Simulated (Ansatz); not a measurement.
# Calculated records

## Screened interactions in CrO2 (P4_2/mnm)

Symmetry: P4_2/mnm, No. 136, tetragonal system. Conventional cell: a = 4.421 Å, b = 4.421 Å, c = 2.917 Å, α = 90.00°, β = 90.00°, γ = 90.00°. Nearest to Cr lie 6 O at 1.88 to 1.92 Å. Nearest to O lie 3 Cr at 1.88 to 1.92 Å. Farther neighbours and most contacts between anions are not listed.

```
method              : DFT, PBE, plane waves, PAW (and 1 further level or step)
program             : Ansatz 0.2.0
settings of one run : cutoff 420 eV, 8×8×12 k-mesh, smearing width 0.08 eV, default PAW, coordination {"Cr": "other"}, magnetic state non-magnetic by constraint
cost                : 3 runs, 23 min in all on 8 threads of Arm Neoverse V2, shared host (the runs of this entry)
notes               : This run has no spin polarisation, although Cr can carry a moment. The cell and positions come from the Crystallography Open Database and are kept as given unless a step says otherwise. The bands cross the Fermi level under this constraint, which need not be the crystal’s state: magnetic order, correlation or a lattice distortion may open a gap.
Cr d                : U 3.17 eV, U′ 2.28 eV, J 0.42 eV, bare V 17.5 eV
Cr d + anion p      : U 12.53 eV, U′ 11.20 eV, J 0.66 eV, bare V 22.3 eV
method              : constrained RPA on non-magnetic PBE, 4×4×6 mesh, static; search for lower states off
```

For Cr d, screening cuts the on-site interaction from 17.51 eV to 3.17 eV (18 %), while J goes only from 0.57 eV to 0.42 eV: the monopole is screened far more than the multipoles. U − 2J differs from U′ by +0.04 eV, so the Kanamori relation holds well.

[Paths, hosts, dates, memory and timing lines, banners, echoed tables and standing remarks are left out of the program output.]

[Logs are printed without paths, hosts, clocks, repeated set-up lines and the standing remarks that a program may print on its own settings, such as how far it seeks lower states.]

[Runs of the session that timed out or met a known fault of the program may be left out.]

[Hosts, paths, dates, database ids (printed as entryN), source tags and the programs' standing remarks are cut or masked in the printed files.]
